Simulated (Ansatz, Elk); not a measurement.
# How far do independent atoms describe VCuS3?

The structure of VCuS3 used here is made up (a known structure type with other elements) and was relaxed beforehand with PBEsol. The aim is the Fourier transform of its all-electron density, F(hkl), set beside the sum over free spherical atoms that refinements use.

Method: DFT, PBE, all-electron APW+lo, Dirac cores, scalar-relativistic bands, static density, no spin, in Elk 11.2.3 (patched build).

The structure was built from a prototype and need not be the compound's stable phase.

**1. Set-up**

Symmetry: Pm-3m, No. 221, cubic system. The conventional cell has a = 4.487 Å, b = 4.487 Å, c = 4.487 Å, α = 90.00°, β = 90.00°, γ = 90.00°. Nearest to Cu lie 12 S at 3.17 Å. Nearest to V lie 6 S at 2.24 Å. S has 2 V at 2.24 Å nearest. Farther neighbours and most contacts between anions are not listed.

As a file:

```cif
data_structure
_symmetry_space_group_name_H-M 'P 1'
_symmetry_Int_Tables_number 1
_cell_length_a 4.4869
_cell_length_b 4.4869
_cell_length_c 4.4869
_cell_angle_alpha 90.000
_cell_angle_beta 90.000
_cell_angle_gamma 90.000
_cell_volume 90.33
loop_
_atom_site_label
_atom_site_type_symbol
_atom_site_fract_x
_atom_site_fract_y
_atom_site_fract_z
_atom_site_occupancy
Cu1 Cu 0.00000 0.00000 0.00000 1
V2 V 0.50000 0.50000 0.50000 1
S3 S 0.00000 0.50000 0.50000 1
S4 S 0.50000 0.00000 0.50000 1
S5 S 0.50000 0.50000 0.00000 1
```

**2. Ground state and structure factors**

An all-electron density is needed, since X-rays see the cores too. Task 0 finds the density and task 195 Fourier-transforms it; tshift is off so that phases refer to the origin typed.

Input file elk.in:

```
tasks
  0
  195

xctype
  20

spinpol
  .false.

rgkmax
  7.0

gmaxvr
  14.0

lmaxo
  7

lmaxapw
  8

swidth
  0.002

tshift
  .false.

ramdisk
  .false.

hmaxvr
  5.5

maxscl
  120

epspot
  1e-06

sppath
  './'

avec
  8.47907068603 -0.00000000000 -0.00000000000
  -0.00000000000 8.47907068603 0.00000000000
  -0.00000000000 0.00000000000 8.47907068603

atoms
  3
  'Cu.in'
  1
  0.0000000000 0.0000000000 -0.0000000000   0.000000 0.000000 0.000000
  'V.in'
  1
  0.5000000000 0.5000000000 0.5000000000   0.000000 0.000000 0.000000
  'S.in'
  3
  -0.0000000000 0.5000000000 0.5000000000   0.000000 0.000000 0.000000
  0.5000000000 -0.0000000000 0.5000000000   0.000000 0.000000 0.000000
  0.5000000000 0.5000000000 0.0000000000   0.000000 0.000000 0.000000

ngridk
  5 5 5
```

Launch:

```console
OMP_NUM_THREADS=4 elk
```

Numbers of over 12 decimals in the logs are rounded to 6 here.

The program printed:

```text
┌─────────────────────────┐
│ Elk code version 11.2.3 │
└─────────────────────────┘

All units are atomic (Hartree, Bohr, etc.)

┌─────────────────────────────────────────────────┐
│ Ground-state run starting from atomic densities │
└─────────────────────────────────────────────────┘

Lattice vectors :
   8.479070686      -0.000000000      -0.000000000
  -0.000000000       8.479070686       0.000000000
  -0.000000000       0.000000000       8.479070686

Reciprocal lattice vectors :
  0.7410228715       0.000000000       0.000000000
   0.000000000      0.7410228715       0.000000000
   0.000000000       0.000000000      0.7410228715

Unit cell volume      :    609.5997320
Brillouin zone volume :   0.4069066970

Muffin-tin inner radius fraction :   0.1000000000E-01

Nuclei treated as point charges

Species : 1 (Cu)
 parameters loaded from : Cu.in
 name : copper
 nuclear charge    :   -29.00000000
 electronic charge :    29.00000000
 atomic mass :    115837.2717
 muffin-tin radius :    2.400000000
 number of radial points in muffin-tin :    993
 inner part over the whole radius :   0.9893084826E-02
 number on inner part of muffin-tin    :    701
 approximate nuclear radius :   0.7406004541E-04
 number of mesh points to nuclear radius :    336
 atomic positions (lattice), magnetic fields (Cartesian) :
  1 :   0.00000000  0.00000000  0.00000000    0.00000000  0.00000000  0.00000000

Species : 2 (V)
 parameters loaded from : V.in
 name : vanadium
 nuclear charge    :   -23.00000000
 electronic charge :    23.00000000
 atomic mass :    92860.67382
 muffin-tin radius :    2.185844527
 number of radial points in muffin-tin :    993
 inner part over the whole radius :   0.9885574739E-02
 number on inner part of muffin-tin    :    697
 approximate nuclear radius :   0.6897515165E-04
 number of mesh points to nuclear radius :    329
 atomic positions (lattice), magnetic fields (Cartesian) :
  1 :   0.50000000  0.50000000  0.50000000    0.00000000  0.00000000  0.00000000

Species : 3 (S)
 parameters loaded from : S.in
 name : sulphur
 nuclear charge    :   -16.00000000
 electronic charge :    16.00000000
 atomic mass :    58450.91931
 muffin-tin radius :    2.003690816
 number of radial points in muffin-tin :    793
 inner part over the whole radius :   0.9980059263E-02
 number on inner part of muffin-tin    :    553
 approximate nuclear radius :   0.6195814986E-04
 number of mesh points to nuclear radius :    252
 atomic positions (lattice), magnetic fields (Cartesian) :
  1 :   0.00000000  0.50000000  0.50000000    0.00000000  0.00000000  0.00000000
  2 :   0.50000000  0.00000000  0.50000000    0.00000000  0.00000000  0.00000000
  3 :   0.50000000  0.50000000  0.00000000    0.00000000  0.00000000  0.00000000

Total number of atoms per unit cell :    5
Total muffin-tin volume :    202.7412029
 ratio of muffin-tin to unit cell volume :   0.3325808597

Spin treatment :
 spin-unpolarised

Number of Bravais lattice symmetries :   48
Number of crystal symmetries         :   48
Crystal has inversion symmetry
Real symmetric eigensolver will be used

k-point grid :      5     5     5
k-point offset :    0.000000000       0.000000000       0.000000000
k-point set is reduced with full crystal symmetry group
Total number of k-points :       10

Muffin-tin radius times maximum |G+k| :    7.000000000
 using average radius
Maximum |G+k| for APW functions       :    3.302847430
Maximum (1/2)|G+k|²                   :    5.454400573
Maximum |G| for potential and density :    14.00000000
Constant for pseudocharge density :    8
 order of it for each species :   15  15  15
 order of it for pair densities of each species (exact exchange by exxq0 0: 16) :   13  10   8
Radial integration step length :    1

G-vector grid sizes :     40    40    40
Number of G-vectors :    28257

Maximum angular momentum used for
 APW functions            :    8
 outer part of muffin-tin :    7
 inner part of muffin-tin :    2

Total nuclear charge    :   -100.0000000
[...]
electron entropic           :    -0.54175616357626E-02
 total energy                :     -3802.3837787824

Density of states at Fermi energy :    421.9269645
 (states/Hartree/unit cell)

Estimated indirect band gap :   0.6266810043E-03
 from k-point 3 to k-point 1
Estimated direct band gap   :   0.1145310734E-02
 at k-point 3

Charges :
 core                        :    52.00000000
 valence                     :    48.00000000
 interstitial                :    9.723612980
 muffin-tins (core leakage)
  species : 1 (Cu)
   atom 1                    :    25.89522036     (  0.1589803633E-03)
  species : 2 (V)
[...]
species : 3 (S)
[...]
total in muffin-tins        :    90.27638702
 total calculated charge     :    99.99882034
 total charge                :    100.0000000
 error                       :   0.1179658296E-02

RMS change in Kohn-Sham potential (target) :   0.7458695755     (  0.1000000000E-05)
Absolute change in total energy (target)   :    16.08804033     (  0.1000000000E-03)

[... loops 3 to 19 left out ...]

┌──────────────────┐
│ Loop number : 20 │
└──────────────────┘

Energies :
 Fermi                       :     0.207482
 sum of occupied eigenvalues :     -2172.8575188309
 electron kinetic            :      3845.5759986828
 core electron kinetic       :      3537.2450277930
 Coulomb                     :     -7457.4962050987
 Coulomb potential           :     -5772.2001561386
 nuclear-nuclear             :     -581.68144270583
 electron-nuclear            :     -7992.7701481746
 Hartree                     :      1116.9553857818
 Madelung                    :     -4571.3961270294
 xc potential                :     -246.23336137507
 exchange                    :     -185.67077566470
 correlation                 :     -4.314215
 electron entropic           :    -0.20282498359006E-02
 total energy                :     -3801.9072256331

Density of states at Fermi energy :    160.4036500
 (states/Hartree/unit cell)

Estimated indirect band gap :   0.1252527714E-01
 from k-point 10 to k-point 10
Estimated direct band gap   :   0.1252527714E-01
 at k-point 10

Charges :
 core                        :    52.00000000
 valence                     :    48.00000000
 interstitial                :    9.245891045
 muffin-tins (core leakage)
  species : 1 (Cu)
[...]
species : 2 (V)
[...]
species : 3 (S)
[...]
total in muffin-tins        :    90.75410896
 total calculated charge     :    99.99859277
 total charge                :    100.0000000
 error                       :   0.1407232354E-02

RMS change in Kohn-Sham potential (target) :   0.3159066000E-06 (  0.1000000000E-05)
Absolute change in total energy (target)   :   0.9533272987E-05 (  0.1000000000E-03)

Convergence targets achieved

┌──────────────────┐
│ Loop number : 21 │
└──────────────────┘

Energies :
 Fermi                       :     0.207482
 sum of occupied eigenvalues :     -2172.8575180087
 electron kinetic            :      3845.5759918718
 core electron kinetic       :      3537.2450290880
 Coulomb                     :     -7457.4961979727
 Coulomb potential           :     -5772.2001621780
 nuclear-nuclear             :     -581.68144270583
 electron-nuclear            :     -7992.7701279345
 Hartree                     :      1116.9553726676
 Madelung                    :     -4571.3961168837
 xc potential                :     -246.23334770255
 exchange                    :     -185.67077504278
 correlation                 :     -4.314215
 electron entropic           :    -0.20282495213966E-02
 total energy                :     -3801.9072246770

Density of states at Fermi energy :    160.4036359
 (states/Hartree/unit cell)

Estimated indirect band gap :   0.1252526167E-01
 from k-point 10 to k-point 10
Estimated direct band gap   :   0.1252526167E-01
 at k-point 10

Charges :
 core                        :    52.00000000
 valence                     :    48.00000000
 interstitial                :    9.245891090
 muffin-tins (core leakage)
  species : 1 (Cu)
[...]
species : 2 (V)
[...]
species : 3 (S)
   atom 1                    :    13.91337842     (  0.2597208631E-03)
   atom 2                    :    13.91337842     (  0.2597208631E-03)
   atom 3                    :    13.91337842     (  0.2597208631E-03)
 total in muffin-tins        :    90.75410891
 total calculated charge     :    99.99859277
 total charge                :    100.0000000
 error                       :   0.1407232126E-02

┌──────────────────────────────┐
│ Self-consistent loop stopped │
└──────────────────────────────┘

Warning : core states of species 1 leak from the muffin-tin :   0.1580080030E-03

Warning : core states of species 3 leak from the muffin-tin :   0.2597208631E-03

Wrote STATE.OUT
```

Elapsed: 21 s, on 4 threads of Intel Xeon at 2.60GHz (Ice Lake), shared host; peak memory 0.2 GiB; 43 s of CPU time.

SFACRHO.OUT:

```text

h k l indices transformed by vhmat matrix:
   1.000000000       0.000000000       0.000000000    
   0.000000000       1.000000000       0.000000000    
   0.000000000       0.000000000       1.000000000    

      h      k      l  multipl.   |H|            Re(F)            Im(F)           |F|

      0      0      0      1   0.0000000       99.999999      0.67762109E-16   99.999999    
      0      1      0      6  0.74102287      -7.6059307      0.45101827E-14   7.6059307    
      0     -1      1     12   1.0479646       30.840740     -0.37916201E-14   30.840740    
      1     -1     -1      8   1.2834893       40.609298     -0.35576447E-16   40.609298    
     -2      0      0      6   1.4820457       70.310503      0.88196808E-14   70.310503    
     -1      0     -2     24   1.6569775      -3.7004455     -0.80196176E-14   3.7004455    
     -2      1      1     24   1.8151279       25.725501     -0.42482185E-14   25.725501    
     -2      2      0     12   2.0959292       59.116036      0.62881181E-14   59.116036    
     -2     -1      2     24   2.2230686      -2.8841436      0.33080327E-14   2.8841436    
      3      0      0      6   2.2230686      -3.2757434      0.11411035E-13   3.2757434    
     -3      0     -1     24   2.3433201       22.401751      0.60902398E-14   22.401751    
     -3     -1      1     24   2.4576948       29.610052      0.39566827E-15   29.610052    
      2      2      2      8   2.5669785       52.624268     -0.20624083E-13   52.624268    
      0     -2     -3     24   2.6717960      -2.9408314     -0.13221637E-13   2.9408314    
     -2      3      1     48   2.7726537       19.465002     -0.99942213E-14   19.465002    
      0      0      4      6   2.9640915       48.119182     -0.12517884E-13   48.119182    
      0      4     -1     24   3.0553156      -2.9309274      0.21403247E-14   2.9309274    
      3      2      2     24   3.0553156      -2.9193612      0.14302763E-13   2.9193612
```

Elk indexes on the primitive cell of elk.in and gives |H| = 4π sin θ/λ in inverse bohr. Below, one row stands for each form hkl of the conventional cell (m members, Friedel mates merged), F is for one primitive cell and the density is static (no thermal factor). Free-atom factors are Waasmaier and Kirfel's, and R is Σm||F|−|F'||/Σm|F|.

```csv
hkl,m,sin θ/λ (Å⁻¹),"abs F, DFT",neutral atoms,diff.
100,6,0.111,7.606,7.154,+0.452
110,12,0.158,30.841,31.143,-0.303
111,8,0.193,40.609,40.463,+0.147
200,6,0.223,70.311,70.576,-0.265
210,24,0.249,3.700,3.706,-0.005
211,24,0.273,25.726,26.156,-0.430
220,12,0.315,59.116,59.392,-0.276
221,24,0.334,2.884,3.003,-0.119
300,6,0.334,3.276,3.003,+0.273
310,24,0.352,22.402,22.349,+0.053
311,24,0.370,29.610,29.720,-0.110
222,8,0.386,52.624,52.762,-0.138
320,24,0.402,2.941,2.884,+0.057
321,48,0.417,19.465,19.458,+0.007
400,6,0.446,48.119,48.111,+0.008
410,24,0.460,2.931,2.913,+0.017
322,24,0.460,2.919,2.913,+0.006
330,12,0.473,17.357,17.281,+0.076
411,24,0.473,17.324,17.281,+0.043
331,24,0.486,25.513,25.581,-0.068
420,24,0.498,44.534,44.531,+0.004
421,48,0.511,2.977,2.978,-0.001
```

**3. The highest occupied states alone**

An energy window below the Fermi level keeps the highest occupied states, to see at which angles they scatter; shallow core shells can lie inside it and anion s states outside. No new self-consistency is needed.

elk.in, as its differences from that of step 2:

```diff
@@ -1,3 +1,2 @@
 tasks
-  0
   195
@@ -40,2 +39,5 @@
 
+wsfac
+  -0.343760 0.507480
+
 sppath
```

Launch:

```console
OMP_NUM_THREADS=4 elk
```

The program printed:

```text
┌─────────────────────────────────┐
│ Elk code version 11.2.3 started │
└─────────────────────────────────┘

Info(readinput): the functional depends on the density's gradient
 muffin-tin radial points multiplied by    2.00000
 (not where nrmtscf is given)

┌────────────────────┐
│ Current task : 195 │
└────────────────────┘
Info(checkmt): changed muffin-tin radius of species 2 (V) from   2.4000 to   2.1858
Info(checkmt): changed muffin-tin radius of species 3 (S) from   2.2000 to   2.0037

Info(sfacrho): density structure factors written to SFACRHO.OUT

 Energy window :  -0.3437600000      0.5074800000

┌──────────────────┐
│ Elk code stopped │
└──────────────────┘
```

It took 7.5 s on 4 threads; peak memory 0.16 GiB.

States within 15 eV below the Fermi level hold 34.00 electrons; any levels below the window count with the cores. Their amplitudes can exceed the total, where window and core parts have opposite phase:

```csv
hkl,sin θ/λ (Å⁻¹),"abs F, window","abs F, all"
100,0.111,1.807,7.606
110,0.158,7.159,30.841
111,0.193,11.194,40.609
200,0.223,11.358,70.311
210,0.249,3.971,3.700
211,0.273,5.546,25.726
220,0.315,5.635,59.116
221,0.334,3.659,2.884
300,0.334,3.285,3.276
310,0.352,4.682,22.402
```

**4. Another functional**

The difference from free atoms is small, so it is set against the change that LDA (Perdew-Wang) makes.

elk.in, as its differences from that of step 3:

```diff
@@ -1,2 +1,3 @@
 tasks
+  0
   195
@@ -4,3 +5,3 @@
 xctype
-  20
+  3
 
@@ -39,5 +40,2 @@
 
-wsfac
-  -0.343760 0.507480
-
 sppath
```

Launch:

```console
OMP_NUM_THREADS=4 elk
```

The program printed:

```text
┌─────────────────────────┐
│ Elk code version 11.2.3 │
└─────────────────────────┘

All units are atomic (Hartree, Bohr, etc.)

┌─────────────────────────────────────────────────┐
│ Ground-state run starting from atomic densities │
└─────────────────────────────────────────────────┘

Lattice vectors :
   8.479070686      -0.000000000      -0.000000000
  -0.000000000       8.479070686       0.000000000
  -0.000000000       0.000000000       8.479070686

Reciprocal lattice vectors :
  0.7410228715       0.000000000       0.000000000
[...]
species : 3 (S)
[...]
atom 2                    :    13.88925695     (  0.2560798081E-03)
   atom 3                    :    13.88925695     (  0.2560798081E-03)
 total in muffin-tins        :    90.73660701
 total calculated charge     :    99.99860332
 total charge                :    100.0000000
 error                       :   0.1396677549E-02

┌──────────────────────────────┐
│ Self-consistent loop stopped │
└──────────────────────────────┘

Warning : core states of species 1 leak from the muffin-tin :   0.1628804387E-03

Warning : core states of species 3 leak from the muffin-tin :   0.2560798081E-03

Wrote STATE.OUT
[key lines of the parts left out:]
total energy                :     -3793.8727008754
```

Run time: 12 s. Hardware: 4 threads; peak memory 0.16 GiB; 26 s of CPU time.

Against the first run R = 0.14 %; the largest change is -0.056 at 111.

**5. A coarser k-mesh**

About half the k-points along each axis test the sampling.

elk.in, as its differences from that of step 4:

```diff
@@ -5,3 +5,3 @@
 xctype
-  3
+  20
 
@@ -63,2 +63,2 @@
 ngridk
-  5 5 5
+  2 2 2
```

Launch:

```console
OMP_NUM_THREADS=4 elk
```

The program printed:

```text
┌─────────────────────────┐
│ Elk code version 11.2.3 │
└─────────────────────────┘

All units are atomic (Hartree, Bohr, etc.)

┌─────────────────────────────────────────────────┐
│ Ground-state run starting from atomic densities │
└─────────────────────────────────────────────────┘

Lattice vectors :
   8.479070686      -0.000000000      -0.000000000
  -0.000000000       8.479070686       0.000000000
  -0.000000000       0.000000000       8.479070686

Reciprocal lattice vectors :
  0.7410228715       0.000000000       0.000000000
[...]
species : 3 (S)
[...]
atom 2                    :    13.89157546     (  0.2585123249E-03)
   atom 3                    :    13.89157546     (  0.2585123249E-03)
 total in muffin-tins        :    90.68400799
 total calculated charge     :    99.99891410
 total charge                :    100.0000000
 error                       :   0.1085900553E-02

┌──────────────────────────────┐
│ Self-consistent loop stopped │
└──────────────────────────────┘

Warning : core states of species 1 leak from the muffin-tin :   0.1576621582E-03

Warning : core states of species 3 leak from the muffin-tin :   0.2585123249E-03

Wrote STATE.OUT
[key lines of the parts left out:]
total energy                :     -3801.9062463602
```

Run time: 16 s. Hardware: 4 threads; peak memory 0.19 GiB.

Against the first run R = 0.19 %; the largest change is +0.098 at 300.

**6. Settings against the effect**

```csv
run,R against the first run (%),"R against neutral atoms, low angle (%)",wall time
"PBE, rgkmax 7",0.00,1.05,21 s
LDA (Perdew-Wang),0.14,1.05,12 s
k-mesh 2×2×2,0.19,1.19,16 s
```

**7. What came out**

| Item | Value |
| --- | --- |
| R against neutral atoms, sin θ/λ < 0.3 Å⁻¹ | 1.05 % |
| R against neutral atoms, 0.3 to 0.82 Å⁻¹ | 0.35 % |

**Reading.** Independent neutral atoms miss the calculated amplitudes by R = 1.05 % below 0.3 Å⁻¹ and 0.35 % from there to 0.82 Å⁻¹; by shells, 5.94 % below 0.15 Å⁻¹ (1 form), 0.92 % 0.15 to 0.3 (5 forms), 0.39 % 0.3 to 0.45 (9 forms), 0.34 % above 0.45 (53 forms). Bonding, aspherical density and the tables' own atoms all enter these figures, and the runs don't part them. The largest change of an amplitude is +0.45 electrons, at 100. The window's part falls from 34.0 electrons at the origin to at most 2.76 between 0.45 and 0.82 Å⁻¹, where compact states inside the window still scatter. Below 0.3 Å⁻¹ the changes that finished (LDA (Perdew-Wang) and k-mesh 2×2×2) move F by R = 0.24 % at most, against the 1.05 % that separates it from free atoms. The basis has no finished test. These runs have no spin, though d or f shells may be open. Part of the difference isn't bonding: the tables are fits to free atoms and ions calculated by other methods than this functional. Thermal motion, anomalous dispersion and extinction are left out.

[Logs are printed without paths, hosts, clocks, repeated set-up lines and the standing remarks that a program may print on its own settings, such as how far it seeks lower states.]

[Hosts, paths, dates, database ids (printed as entryN), source tags and the programs' standing remarks are cut or masked in the printed files.]
